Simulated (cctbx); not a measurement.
# Interatomic vectors of EuMnVPbO6

Space group F-43m (no. 216), a = 8.1380 Å, b = 8.1380 Å, c = 8.1380 Å, α = 90.00°, β = 90.00°, γ = 90.00°, content Pb4 Eu4 Mn4 V4 O24.

The data are simulated with cctbx, not measured: synchrotron X-rays, λ = 0.6889 Å, to d = 0.77 Å, 80 % of the full sphere, strongest reflection 40000 counts, noise from counting, a 2 % proportional error and a noise floor of 15 counts (s.d.); no absorption, some extinction.

Patterson synthesis, origin scaled to 1000:

```text
Patterson group F m -3 m
      u       v       w   height  length (A)
  0.000   0.000   0.000   1000.0     0.00
  0.000   0.000   0.500    950.1     4.07
  0.250   0.250   0.250    481.0     3.52
  0.000   0.250   0.250    118.4     2.88
  0.080   0.080   0.080     21.4     1.12
  0.000   0.000   0.141     20.4     1.15
  0.000   0.098   0.098     20.3     1.12
  0.080   0.080   0.420     20.2     3.54
  0.000   0.098   0.402     19.5     3.37
  0.000   0.000   0.359     18.5     2.92
  0.000   0.000   0.249     13.5     2.03
  0.000   0.057   0.126     12.9     1.13
  0.000   0.054   0.372     11.7     3.06
  0.049   0.126   0.201     11.5     1.97
```

Q: Assign the vectors.

A peak at u stands for all pairs with xi − xj = u, with weight Σ ZiZj against Σ Z² = 48924 at the origin. Peak heights follow these weights only roughly, since form factors, motion and series ripples differ, all vectors within 0.55 Å of a peak are counted as merged into it though the farther ones add only part of their weight, and F(000) is left out, which lowers the whole map:

| u | v | w | shortest length (Å) | height | 1000 ΣZiZj/ΣZ² | pairs in the cell |
| --- | --- | --- | --- | --- | --- | --- |
| 0.000 | 0.000 | 0.500 | 4.07 | 950 | 970 | 8 × Pb–Eu, 8 × Mn–V, 24 × O–O |
| 0.250 | 0.250 | 0.250 | 3.52 | 481 | 569 | 4 × Pb–Mn, 4 × Pb–V, 4 × Eu–Mn, 4 × Eu–V |
| 0.000 | 0.250 | 0.250 | 2.88 | 118 | 211 | 8 × Pb–O, 8 × Eu–O, 16 × O–O |

The table stops at ten peaks or at a height of 45, below which ripples compete. In the model behind the data Pb, the heaviest element, has 1 independent site: (1/4, 1/4, 1/4), up to an allowed shift of origin. No listed peak is a Pb–Pb vector, so the position follows from the cell content and the cross vectors. The whole model:

```
atom  mult.    x    y       z  Ueq (Å²)
 Pb1      4  1/4  1/4     1/4    0.0027
 Eu1      4  1/4  1/4     3/4    0.0040
 Mn1      4    0    0       0    0.0031
  V1      4  1/2    0       0    0.0063
  O1     24  1/2    0  0.7473    0.0084
```

The model is made up (kin elements in a known structure type, no relaxation), so it says nothing on whether the phase exists.

[Logs are printed without paths, hosts, clocks, repeated set-up lines and the standing remarks that a program may print on its own settings, such as how far it seeks lower states.]
